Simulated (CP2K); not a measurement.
Consider 3-ethynylpyridine at its PBE geometry (Å).

```xyz
13

C     3.1528    0.1823   -0.6475
C     1.9682    0.1581   -0.3791
C     0.5790    0.1234   -0.0703
C    -0.2328   -0.9581   -0.4621
C    -1.5846   -0.9348   -0.1326
C    -2.0883    0.1587    0.5797
N    -1.3342    1.2051    0.9684
C    -0.0352    1.1762    0.6458
H     4.1963    0.1989   -0.8811
H     0.2035   -1.7891   -1.0148
H    -2.2427   -1.7541   -0.4212
H    -3.1463    0.2021    0.8500
H     0.5645    2.0314    0.9648
```

Method: CP2K XAS_TDP, all-electron GAPW, PBEh(45%), aug-cc-pVDZ, TDA, no relativity.

Predict the bright core excitations at the N K edge.

Leading lines: N7 394.83 eV. The leading line of an atom is its first one with 35 % of the strongest within 2.5 eV of its lowest line over the strength cut. 

The first six lines of each atom with a strength over 0.0015:

```tsv
atom	energy (eV)	states	strength, one atom
N7 (bonded to 2 C)	394.83	1	0.0518
	400.49	2	0.0069
	402.12	1	0.0046
	402.36	1	0.0024
	402.45	1	0.0029
	403.05	1	0.0021
```

Lines are vertical, at one geometry, with no vibrational structure. Without a correction of the core level, line positions, and the gaps between valence and Rydberg lines, follow the share of exact exchange. At this level such K lines come out 3 to 6 eV under measured ones. These values hold no scalar relativity, about 0.2 eV for N 1s. Rydberg lines, and the discretised continuum above threshold, depend on the basis and the box.

[Banner, clock and machine lines of the logs are left out without a mark of their own.]

[Logs are printed without paths, hosts, clocks, repeated set-up lines and the standing remarks that a program may print on its own settings, such as how far it seeks lower states.]

[Hosts, paths, dates, database ids (printed as entryN), source tags and the programs' standing remarks are cut or masked in the printed files.]
